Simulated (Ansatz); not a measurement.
## CaTi2Zn2, from a guessed structure to a relaxed one

This structure for CaTi2Zn2 is made up. Its elements were placed in a known structure type with a cell scaled to their sizes. What cell does the guess relax to, and how far off was it?

Method: DFT, PBE, plane-wave PAW, files of the set soft_1, scalar-relativistic, no spin, cell and ions relaxed at zero pressure; PAW set soft_1, in Ansatz 0.2.0.

## (1) The structure

It takes space group I4/mmm (No. 139, tetragonal). The conventional cell has a = 4.167 Å, b = 4.167 Å, c = 10.857 Å, α = 90.00°, β = 90.00°, γ = 90.00°. Nearest to Zn lie 4 Ti at 2.52 Å and 4 Zn at 2.95 Å and 4 Ca at 3.42 Å. Nearest to Ti lie 4 Zn at 2.52 Å and 1 Ti at 2.58 Å and 4 Ca at 3.22 Å. Ca has 8 Ti at 3.22 Å and 8 Zn at 3.42 Å nearest. Farther neighbours are not listed.

Structure file:

```cif
data_structure
_symmetry_space_group_name_H-M 'P 1'
_symmetry_Int_Tables_number 1
_cell_length_a 6.1766
_cell_length_b 6.1766
_cell_length_c 6.1766
_cell_angle_alpha 140.573
_cell_angle_beta 140.573
_cell_angle_gamma 56.985
_cell_volume 94.26
loop_
_atom_site_label
_atom_site_type_symbol
_atom_site_fract_x
_atom_site_fract_y
_atom_site_fract_z
_atom_site_occupancy
Zn1 Zn 0.25000 0.75000 0.50000 1
Zn2 Zn 0.75000 0.25000 0.50000 1
Ti3 Ti 0.61880 0.61880 0.00000 1
Ti4 Ti 0.38120 0.38120 0.00000 1
Ca5 Ca 0.00000 0.00000 0.00000 1
```

## (2) Relaxing cell and atoms

The guess takes its coordinates from another compound and its volume from a rule, so the cell and any free coordinates are relaxed together.

Input file input.yaml:

```yaml
crystal:
  lattice:
    - [-2.0835, 2.0835, 5.4285]
    - [2.0835, -2.0835, 5.4285]
    - [2.0835, 2.0835, -5.4285]
  atoms:
    - { symbol: Zn, position: [0.25, 0.75, 0.5] }
    - { symbol: Zn, position: [0.75, 0.25, 0.5] }
    - { symbol: Ti, position: [0.6188, 0.6188, 0.0] }
    - { symbol: Ti, position: [0.3812, 0.3812, 0.0] }
    - { symbol: Ca, position: [0.0, 0.0, 0.0] }
kpoints:
  mp_grid: { grid: [9, 9, 9] }
scf:
  occupations: { method: fermi_dirac, width: 0.05 }
hamiltonian:
  xc: pbe
  pseudopotentials: { kind: paw, azcp: { folder: soft_1 } }
relax:
  f_tol: 0.015
  max_steps: 70
  cell: {}
output:
  forces: true
  stress: true
```

On the command line:

```console
> ansatz run input.yaml --threads 4 --pin off --max-ram 10240MiB --backend cpu --events-out ev --progress --plain --runs-dir out
```

Numbers of over 12 decimals in the logs are rounded to 6 here.

The log of the run:

```text
basis.fft_grid_basis auto: the FFT boxes are laid along the combinations [[1, 0, 1], [0, 1, 1], [0, 0, 1]] of the cell's own vectors, 4.167, 4.167 and 6.177 Å long. The dense box has 30×30×45 points. Along the cell's own vectors, as sized, it would have 45×45×45, 2.25 times as many. Of the 16 symmetry operations that the crystal satisfies within crystal.symmetry.tolerance (time reversal apart; of a slab, those that k [...]
Engine: ansatz 0.2.0, x86_64-unknown-linux-gnu
Pseudopotentials: kind: paw
Pseudopotential: Zn, paw, valence charge 12, recommended cutoff 420 eV (normal), soft_1/Zn.paw.azcp
Pseudopotential: Ti, paw, valence charge 12, recommended cutoff 420 eV (normal), soft_1/Ti.paw.azcp
Pseudopotential: Ca, paw, valence charge 10, recommended cutoff 420 eV (normal), soft_1/Ca.paw.azcp
Functional definition: PBE
  parameter kappa = 0.804
  parameter beta = 0.066725
  exchange = pbe_x(kappa = kappa, mu = beta*pi^2/3)
  correlation = pbe_c(beta = beta)
Crystal: 5 atoms, lattice volume = 94.260 Å³
Basis set: ecut = 420 eV, 1815 PW (Γ), FFT grids on a1+a3, a2+a3, a3, exchange–correlation on 60×60×90 points (8 copies of the dense FFT grid, shifted against one another)
Bands: 35, of which v1, the nominal top of the filled ones, is band 29 counted from 1 (28 counted from 0)
Symmetry: 16 space group operations
Space group: I4/mmm (ITA 139), of the structure as read, at distance tolerance 4.6e-5 Å
k-points: 75 of 729
Non-local potential: Zn, projectors of the file, l = 0: 2, l = 1: 2, l = 2: 3, l = 3: 1
Non-local potential: Ti, projectors of the file, l = 0: 3, l = 1: 2, l = 2: 3, l = 3: 1
Non-local potential: Ca, projectors of the file, l = 0: 3, l = 1: 2, l = 2: 2
PAW form: soft (Blöchl's): semilocal exchange-correlation on the pseudo side does not see the compensation charge
PAW one-centre angular grid: Zn, 590 points (default); XC on 64 Gauss nodes
PAW one-centre angular grid: Ti, 590 points (default); XC on 64 Gauss nodes
PAW one-centre angular grid: Ca, 110 points (default); XC on 64 Gauss nodes
Initial density: superposition of atomic densities (chi_scale 0.1, normalization cell, long waves kept (reshape's long-wave potential 0.00 eV rms))
Initial wavefunctions: pseudopotential atomic-orbital guess
Functional: x = pbe(κ = 0.804, μ = 0.219515), c = pbe(β = 0.066725)
SCF iter   1: F=—  HF=-13456.022758 eV  |F-HF|=—  |Δ(HF+E_count)|=         —  Δρ=1.23e-1  dr2=1.99e1  ethr=3.10e-3  ⟨swp⟩=7.3  Hψ=11737  notcnv=0
preconditioner: auto → Kerker (q_TF=auto, 2.516 Å⁻¹)  [metal: Δε(μ)=0.008 eV  Ē_g=7.328 eV  σ=0.050 eV  W_gap=0.04  n_scr=32 (ndim 8)  ℏωp=24.2 eV  f_vac=0.000  D(μ)=4.79/eV (n_scr^D=36)]
SCF iter   2: F=—  HF=-13453.284084 eV  |F-HF|=—  |Δ(HF+E_count)|=    2.74e0  Δρ=3.46e-2  dr2=4.21e0  ethr=3.10e-3  ⟨swp⟩=3.0  Hψ=5251  notcnv=0  defer=1
SCF iter   3: F=—  HF=-13452.601438 eV  |F-HF|=—  |Δ(HF+E_count)|=   6.83e-1  Δρ=2.56e-2  dr2=1.12e0  ethr=3.10e-3  ⟨swp⟩=2.4  Hψ=4962  notcnv=0
SCF iter   4: F=—  HF=-13452.394143 eV  |F-HF|=—  |Δ(HF+E_count)|=   2.07e-1  Δρ=7.84e-3  dr2=7.08e-2  ethr=1.93e-3  ⟨swp⟩=2.6  Hψ=4390  notcnv=0
SCF iter   5: F=—  HF=-13452.392567 eV  |F-HF|=—  |Δ(HF+E_count)|=   1.58e-3  Δρ=4.31e-3  dr2=1.28e-2  ethr=1.22e-4  ⟨swp⟩=2.3  Hψ=4975  notcnv=0
SCF iter   6: F=—  HF=-13452.391061 eV  |F-HF|=—  |Δ(HF+E_count)|=   1.51e-3  Δρ=2.02e-3  dr2=2.64e-3  ethr=2.20e-5  ⟨swp⟩=2.0  Hψ=2883  notcnv=0
SCF iter   7: F=—  HF=-13452.390457 eV  |F-HF|=—  |Δ(HF+E_count)|=   6.04e-4  Δρ=4.48e-4  dr2=2.05e-4  ethr=4.55e-6  ⟨swp⟩=2.0  Hψ=3477  notcnv=0
SCF iter   8: F=—  HF=-13452.390461 eV  |F-HF|=—  |Δ(HF+E_count)|=   4.08e-6  Δρ=1.60e-4  dr2=2.80e-5  ethr=3.53e-7  ⟨swp⟩=2.4  Hψ=4194  notcnv=0
SCF iter   9: F=—  HF=-13452.390454 eV  |F-HF|=—  |Δ(HF+E_count)|=   7.52e-6  Δρ=6.74e-5  dr2=4.08e-6  ethr=4.82e-8  ⟨swp⟩=2.0  Hψ=3082  notcnv=0
SCF iter  10: F=-13452.390453 eV  HF=-13452.390453 eV  |F-HF|=4.02e-8  |Δ(HF+E_count)|=   1.01e-6  Δρ=1.01e-5  dr2=9.78e-8  ethr=1.72e-10  ⟨swp⟩=3.1  Hψ=11123  notcnv=0
SCF 1 converged in 10 iterations: F = -13452.390453 eV  dr2 = 9.78e-8
  greatest PAW one-centre occupation: 0.999 electrons in one spin orbital (limit 2), on the Ti atom at site 3 (counted from 0), in its partial waves of l = 0
relax step   1: F+E_penalty+E_count = -13452.39045271 eV  Δ(F+E_penalty+E_count) = +0.000e0 eV  max|allowed force component| = 9.601e-2 eV/Å  Δτ_max = 0.0000 Å  P = +8.570 GPa  Ω = 94.260 Å³  (10 SCF iters, dr2 threshold 1.00e-7 eV, accepted)
Crystal: 5 atoms, lattice volume = 104.792 Å³
Basis set: ecut = 420 eV, 2051 PW (Γ), FFT grids on a1+a3, a2+a3, a3, exchange–correlation on 60×60×90 points (8 copies of the dense FFT grid, shifted against one another)
Initial density: handed on by an earlier stage of this run
Initial wavefunctions: those handed on with the density
iter 1 solved again at ethr=8.90e-4 eV; its pass at ethr=3.10e-3 eV (dr2=5.16e-1 eV) is discarded
SCF iter   1: F=—  HF=-13452.776691 eV  |F-HF|=—  |Δ(HF+E_count)|=         —  Δρ=1.51e-2  dr2=5.21e-1  ethr=8.90e-4  ⟨swp⟩=1.0  Hψ=14612  notcnv=0
preconditioner: auto → Kerker (q_TF=auto, 2.472 Å⁻¹)  [metal: Δε(μ)=0.002 eV  Ē_g=8.680 eV  σ=0.050 eV  W_gap=0.01  n_scr=32 (ndim 8)  ℏωp=22.9 eV  f_vac=0.000  D(μ)=8.82/eV (n_scr^D=102)]
SCF iter   2: F=—  HF=-13452.705544 eV  |F-HF|=—  |Δ(HF+E_count)|=   7.11e-2  Δρ=4.83e-3  dr2=9.67e-2  ethr=8.90e-4  ⟨swp⟩=2.5  Hψ=4346  notcnv=0
SCF iter   3: F=—  HF=-13452.688221 eV  |F-HF|=—  |Δ(HF+E_count)|=   1.73e-2  Δρ=2.99e-3  dr2=3.24e-2  ethr=1.67e-4  ⟨swp⟩=2.0  Hψ=4303  notcnv=0
SCF iter   4: F=—  HF=-13452.682614 eV  |F-HF|=—  |Δ(HF+E_count)|=   5.61e-3  Δρ=1.88e-3  dr2=2.99e-3  ethr=5.59e-5  ⟨swp⟩=2.2  Hψ=4337  notcnv=0
SCF iter   5: F=—  HF=-13452.682445 eV  |F-HF|=—  |Δ(HF+E_count)|=   1.69e-4  Δρ=5.05e-4  dr2=3.47e-4  ethr=5.16e-6  ⟨swp⟩=2.0  Hψ=3935  notcnv=0
SCF iter   6: F=—  HF=-13452.682378 eV  |F-HF|=—  |Δ(HF+E_count)|=   6.76e-5  Δρ=1.93e-4  dr2=3.87e-5  ethr=5.98e-7  ⟨swp⟩=2.3  Hψ=3266  notcnv=0
SCF iter   7: F=—  HF=-13452.682389 eV  |F-HF|=—  |Δ(HF+E_count)|=   1.12e-5  Δρ=8.08e-5  dr2=6.05e-6  ethr=6.67e-8  ⟨swp⟩=2.0  Hψ=3852  notcnv=0
SCF iter   8: F=-13452.682388 eV  HF=-13452.682388 eV  |F-HF|=1.03e-7  |Δ(HF+E_count)|=   4.84e-7  Δρ=2.32e-5  dr2=4.55e-7  ethr=8.62e-10  ⟨swp⟩=3.0  Hψ=11241  notcnv=0
SCF 2 converged in 8 iterations: F = -13452.682388 eV  dr2 = 4.55e-7
[...]
SCF iter   5: F=—  HF=-13452.695738 eV  |F-HF|=—  |Δ(HF+E_count)|=   3.73e-6  Δρ=1.37e-4  dr2=2.36e-5  ethr=2.84e-7  ⟨swp⟩=2.0  Hψ=3831  notcnv=0
SCF iter   6: F=—  HF=-13452.695734 eV  |F-HF|=—  |Δ(HF+E_count)|=   4.05e-6  Δρ=4.74e-5  dr2=2.16e-6  ethr=4.07e-8  ⟨swp⟩=2.6  Hψ=3773  notcnv=0
SCF iter   7: F=-13452.695735 eV  HF=-13452.695735 eV  |F-HF|=1.62e-7  |Δ(HF+E_count)|=   5.54e-7  Δρ=2.04e-5  dr2=3.68e-7  ethr=8.62e-10  ⟨swp⟩=4.7  Hψ=9515  notcnv=0
SCF 3 converged in 7 iterations: F = -13452.695735 eV  dr2 = 3.68e-7
relax step   3: F+E_penalty+E_count = -13452.69573478 eV  Δ(F+E_penalty+E_count) = -1.335e-2 eV  max|allowed force component| = 9.256e-2 eV/Å  Δτ_max = 0.0171 Å  P = -0.003 GPa  Ω = 106.765 Å³  energy of the carried Pulay correction = -3.665e-3 eV  (7 SCF iters, dr2 threshold 5.00e-7 eV, accepted)
[... from here on, the SCF cycles and remarks between the steps are left out ...]
relax step   4: F+E_penalty+E_count = -13452.71441095 eV  Δ(F+E_penalty+E_count) = -1.868e-2 eV  max|allowed force component| = 1.425e-1 eV/Å  Δτ_max = 0.0416 Å  P = -0.771 GPa  Ω = 108.821 Å³  energy of the carried Pulay correction = -4.225e-3 eV  (8 SCF iters, dr2 threshold 5.00e-7 eV, accepted)
relax step   5: F+E_penalty+E_count = -13452.75579424 eV  Δ(F+E_penalty+E_count) = -4.138e-2 eV  max|allowed force component| = 1.844e-1 eV/Å  Δτ_max = 0.0884 Å  P = -1.194 GPa  Ω = 110.494 Å³  energy of the carried Pulay correction = -4.672e-3 eV  (8 SCF iters, dr2 threshold 5.00e-7 eV, accepted)
relax step   6: F+E_penalty+E_count = -13452.77083238 eV  Δ(F+E_penalty+E_count) = -1.504e-2 eV  max|allowed force component| = 4.315e-2 eV/Å  Δτ_max = 0.0947 Å  P = -0.926 GPa  Ω = 110.151 Å³  energy of the carried Pulay correction = -4.581e-3 eV  (8 SCF iters, dr2 threshold 5.00e-7 eV, accepted)
relax step   7: F+E_penalty+E_count = -13452.77140659 eV  Δ(F+E_penalty+E_count) = -5.742e-4 eV  max|allowed force component| = 2.170e-1 eV/Å  Δτ_max = 0.0279 Å  P = -0.107 GPa  Ω = 109.323 Å³  energy of the carried Pulay correction = -4.360e-3 eV  (7 SCF iters, dr2 threshold 5.00e-7 eV, accepted)
relax step   8: F+E_penalty+E_count = -13452.78076938 eV  Δ(F+E_penalty+E_count) = -9.363e-3 eV  max|allowed force component| = 3.252e-2 eV/Å  Δτ_max = 0.0564 Å  P = +0.106 GPa  Ω = 108.427 Å³  energy of the carried Pulay correction = -4.118e-3 eV  (8 SCF iters, dr2 threshold 5.00e-7 eV, accepted)
relax step   9: F+E_penalty+E_count = -13452.78102394 eV  Δ(F+E_penalty+E_count) = -2.546e-4 eV  max|allowed force component| = 1.931e-3 eV/Å  Δτ_max = 0.0093 Å  P = -0.008 GPa  Ω = 108.687 Å³  energy of the carried Pulay correction = -4.188e-3 eV  (7 SCF iters, dr2 threshold 6.61e-8 eV, accepted)
relax step  10: F+E_penalty+E_count = -13452.79342721 eV  Δ(F+E_penalty+E_count) = -1.240e-2 eV  max|allowed force component| = 7.286e-4 eV/Å  Δτ_max = 0.0000 Å  P = +0.213 GPa  Ω = 108.687 Å³  stress off target by 3.27e-1 GPa  SCF on the basis re-selected at this cell (its energy is not comparable with the rows above)  (9 SCF iters)
relax step  11: F+E_penalty+E_count = -13452.79482431 eV  Δ(F+E_penalty+E_count) = -1.397e-3 eV  max|allowed force component| = 3.048e-3 eV/Å  Δτ_max = 0.0132 Å  P = +0.063 GPa  Ω = 109.029 Å³  energy of the carried Pulay correction = -1.119e-4 eV  (7 SCF iters, dr2 threshold 2.68e-7 eV, accepted)
relax step  12: F+E_penalty+E_count = -13452.79483320 eV  Δ(F+E_penalty+E_count) = -8.891e-6 eV  max|allowed force component| = 4.406e-4 eV/Å  Δτ_max = 0.0016 Å  P = -0.010 GPa  Ω = 109.166 Å³  energy of the carried Pulay correction = -1.513e-4 eV  (6 SCF iters, dr2 threshold 1.71e-8 eV, accepted)
iter 1 solved again at ethr=1.72e-7 eV; its pass at ethr=3.10e-3 eV (dr2=9.96e-5 eV) is discarded
SCF iter   1: F=—  HF=-13452.794854 eV  |F-HF|=—  |Δ(HF+E_count)|=         —  Δρ=1.56e-4  dr2=6.74e-7  ethr=1.72e-7  ⟨swp⟩=3.0  Hψ=17329  notcnv=0
preconditioner: auto → Kerker (q_TF=auto, 2.455 Å⁻¹)  [metal: Δε(μ)=0.001 eV  Ē_g=8.431 eV  σ=0.050 eV  W_gap=0.01  n_scr=30 (ndim 8)  ℏωp=22.5 eV  f_vac=0.000  D(μ)=7.79/eV (n_scr^D=92)]
SCF iter   2: F=—  HF=-13452.794942 eV  |F-HF|=—  |Δ(HF+E_count)|=   8.78e-5  Δρ=8.01e-5  dr2=2.76e-7  ethr=1.16e-9  ⟨swp⟩=2.0  Hψ=4428  notcnv=0
SCF iter   3: F=—  HF=-13452.794978 eV  |F-HF|=—  |Δ(HF+E_count)|=   3.60e-5  Δρ=1.20e-5  dr2=5.77e-8  ethr=4.75e-10  ⟨swp⟩=2.0  Hψ=3824  notcnv=0
SCF iter   4: F=—  HF=-13452.794978 eV  |F-HF|=—  |Δ(HF+E_count)|=   1.08e-7  Δρ=1.98e-6  dr2=1.40e-9  ethr=9.95e-11  ⟨swp⟩=2.0  Hψ=3429  notcnv=0
SCF iter   5: F=—  HF=-13452.794978 eV  |F-HF|=—  |Δ(HF+E_count)|=   1.59e-8  Δρ=7.77e-7  dr2=3.46e-10  ethr=2.41e-12  ⟨swp⟩=2.0  Hψ=3923  notcnv=0
SCF iter   6: F=—  HF=-13452.794978 eV  |F-HF|=—  |Δ(HF+E_count)|=  7.15e-10  Δρ=3.34e-7  dr2=1.37e-10  ethr=1.00e-12  ⟨swp⟩=2.5  Hψ=3924  notcnv=0
SCF iter   7: F=-13452.794978 eV  HF=-13452.794978 eV  |F-HF|=0.00e0  |Δ(HF+E_count)|=  6.37e-11  Δρ=8.99e-8  dr2=9.68e-12  ethr=1.00e-12  ⟨swp⟩=3.0  Hψ=8553  notcnv=0
SCF 13 converged in 7 iterations: F = -13452.794978 eV  dr2 = 9.68e-12
relax step  13: F+E_penalty+E_count = -13452.79497809 eV  Δ(F+E_penalty+E_count) = -1.449e-4 eV  max|allowed force component| = 4.731e-4 eV/Å  Δτ_max = 0.0000 Å  P = -0.011 GPa  Ω = 109.166 Å³  stress off target by 1.30e-2 GPa  SCF on the basis re-selected at this cell (its energy is not comparable with the rows above)  (7 SCF iters)
basis re-selected at this cell: Δ(F+E_penalty+E_count) = -1.449e-4 eV, ΔP = -0.001 GPa vs the last step (what re-selecting the basis moved, of the pressure what is left beyond the Pulay correction that the steps carried, after the strain that the cell walked since its last selection, with what the two solves' SCF thresholds leave and, on support functions, any second-order correction that the steps lacked; it is no m [...]
SCF converged after 7 iterations
Free energy (F): -13452.794978 eV
Harris-Foulkes:  -13452.794978 eV  (|F-HF|=0.00e0)
Internal energy: -13452.732694 eV  (E = F + TS)
E sigma→0 (E₀):  -13452.763836 eV
Entropy (-TS):   -0.062284 eV (-12.457 meV/atom)
Fermi energy:    8.703388 eV
--- Per-component energies (eV) ---
  E_band       = -505.313639
  E_kinetic    = 1108.400706
  E_local      = -7098.342702  (includes V_loc(G=0)·N_el)
  E_nonlocal   = 1840.541611
  E_hartree    = 2720.422803
  E_xc         = -515.266655
  E_vxc        = -549.199819  (∫ρ·V_xc dr)
  E_paw        = -6737.580880  (= ΣΔE_a)
  E_vpaw       = -1247.558270  (= ΣTr[D̂ρ^β])
  E_aug_tail   = -0.000667  (compensation charges beyond the density's cutoff)
  E_ewald      = -4770.906910
  E_smearing   = -0.062284  (= −TS)
  E_closure    = -0.000000  (closes the sum)
  Σ components = -13452.794978   (vs F -13452.794978, Δ=0.00e0)
--- Forces (eV/Å), atoms counted from 1 ---
  atom   1  Zn    -0.00000000    -0.00000000     0.00000000
  atom   2  Zn     0.00000000    -0.00000000     0.00000000
  atom   3  Ti     0.00000000     0.00000000     0.00047312
  atom   4  Ti     0.00000000     0.00000000    -0.00047312
  atom   5  Ca     0.00000000     0.00000000    -0.00000000
  max |Σ_I F_I| component: 2.08e-17 eV/Å
--- Stress (GPa, compression-positive) ---
       -0.012974      -0.000000       0.000000
       -0.000000      -0.012974      -0.000000
        0.000000       0.000000      -0.008381
  P = ⅓ Tr σ = -0.0114 GPa (-0.114 kbar)
--- Relaxed structure (11 steps of the walk, 11 accepted, 2 SCFs on fresh bases) ---
  F+E_penalty+E_count = -13452.79497809 eV   max|allowed force component| = 4.731e-4 eV/Å   (the final SCF, on the basis selected at the relaxed cell)
  cell:  # Å, volume = 109.1665 Å³
    - [-2.351163664895, 2.351163664895, 4.937004]
    - [2.351163664895, -2.351163664895, 4.937004]
    - [2.351163664895, 2.351163664895, -4.937004]
  atoms:
    - { symbol: Zn, position: [0.25, 0.75, 0.5] }
    - { symbol: Zn, position: [0.75, 0.25, 0.5] }
    - { symbol: Ti, position: [0.643911, 0.643911, 0] }
    - { symbol: Ti, position: [0.356089, 0.356089, 0] }
    - { symbol: Ca, position: [4.433874593198526e-19, 4.433874593198528e-19, 0] }
```

It took 35 s on 4 threads of AMD EPYC 7R13 (Zen 3), shared host; peak memory 0.72 GiB; 2.2 min of CPU time.

The steps of the relaxation:

```tsv
step	energy less that of the first step (eV)	largest force component (eV/Å)	pressure (GPa)	volume (Å³)
1	0.0000	0.0960	8.57	94.26
2	-0.2919	0.0599	0.96	104.79
3	-0.3053	0.0926	0.00	106.76
4	-0.3240	0.1425	-0.77	108.82
5	-0.3653	0.1844	-1.19	110.49
6	-0.3804	0.0431	-0.93	110.15
7	-0.3810	0.2170	-0.11	109.32
8	-0.3903	0.0325	0.11	108.43
9	-0.3906	0.0019	-0.01	108.69
10*	-0.4030	0.0007	0.21	108.69
11	-0.4044	0.0030	0.06	109.03
12	-0.4044	0.0004	-0.01	109.17
13*	-0.4045	0.0005	-0.01	109.17
```

Relaxation steps marked * repeat the geometry before them on a plane-wave basis chosen anew for their cell, so energy and pressure can jump there.

The run keeps the 16 symmetry operations that it works with, so distortions that break them were not tested.

```tsv
cell as run	before	after	change
a (Å)	6.177	5.952	-3.6 %
b (Å)	6.177	5.952	-3.6 %
c (Å)	6.177	5.952	-3.6 %
α (°)	140.57	133.47	-5.1 %
β (°)	140.57	133.47	-5.1 %
γ (°)	56.98	67.92	+19.2 %
volume (Å³/atom)	18.85	21.83	+15.8 %
```

The atoms that moved most (Å, as changes of fractional coordinates times the final cell):

```tsv
atom	dx	dy	dz	length
Ti4	0.000	0.000	-0.248	0.248
Ti3	0.000	0.000	0.248	0.248
```

The relaxed structure:

```cif
data_structure
_symmetry_space_group_name_H-M 'P 1'
_symmetry_Int_Tables_number 1
_cell_length_a 5.9523
_cell_length_b 5.9523
_cell_length_c 5.9523
_cell_angle_alpha 133.468
_cell_angle_beta 133.468
_cell_angle_gamma 67.920
_cell_volume 109.17
loop_
_atom_site_label
_atom_site_type_symbol
_atom_site_fract_x
_atom_site_fract_y
_atom_site_fract_z
_atom_site_occupancy
Zn1 Zn 0.25000 0.75000 0.50000 1
Zn2 Zn 0.75000 0.25000 0.50000 1
Ti3 Ti 0.64391 0.64391 0.00000 1
Ti4 Ti 0.35609 0.35609 0.00000 1
Ca5 Ca 0.00000 0.00000 0.00000 1
```

This step gave:

```
free energy             : -13452.7950 eV
energy at zero smearing : -13452.7638 eV
smearing term TS        : 0.06228 eV
Fermi energy            : 8.703 eV
electrons               : 58
symmetry operations     : 16
pressure                : -0.01144 GPa
```

The shortest distance of each pair, which need not be the same contact before and after:

```tsv
pair	guess (Å)	relaxed (Å)
Ti–Zn	2.524	2.574
Ti–Ti	2.580	2.842
Zn–Zn	2.947	3.325
Ca–Zn	3.422	3.409
Ca–Ti	3.216	3.516
```

The relaxation ends with a largest force component of 4.7e-4 eV/Å and a pressure of -0.01 GPa.

## (3) Outcome

```yaml
space_group_relaxed: I4/mmm
conventional_cell: a = 4.702, b = 4.702, c = 9.874 Å; α = 90.0°, β = 90.0°, γ = 90.0°
volume_per_atom: 21.83 Å³ (guess 18.85)
```

In words: CaTi2Zn2 relaxes to I4/mmm with a = 4.702, b = 4.702 and c = 9.874 Å. The guessed volume was 14 % too small. The space group I4/mmm was held in the relaxation, so the end point is a stationary structure within it and may be a saddle against distortions or other arrangements. Mesh and cutoff weren't tested. No dispersion term is used, so weakly bound directions may come out too long. The runs have no spin, and magnetism wasn't tested. Nothing here tests whether the compound is stable against decomposition.

[Logs are printed without paths, hosts, clocks, repeated set-up lines and the standing remarks that a program may print on its own settings, such as how far it seeks lower states.]

[Hosts, paths, dates, database ids (printed as entryN), source tags and the programs' standing remarks are cut or masked in the printed files.]
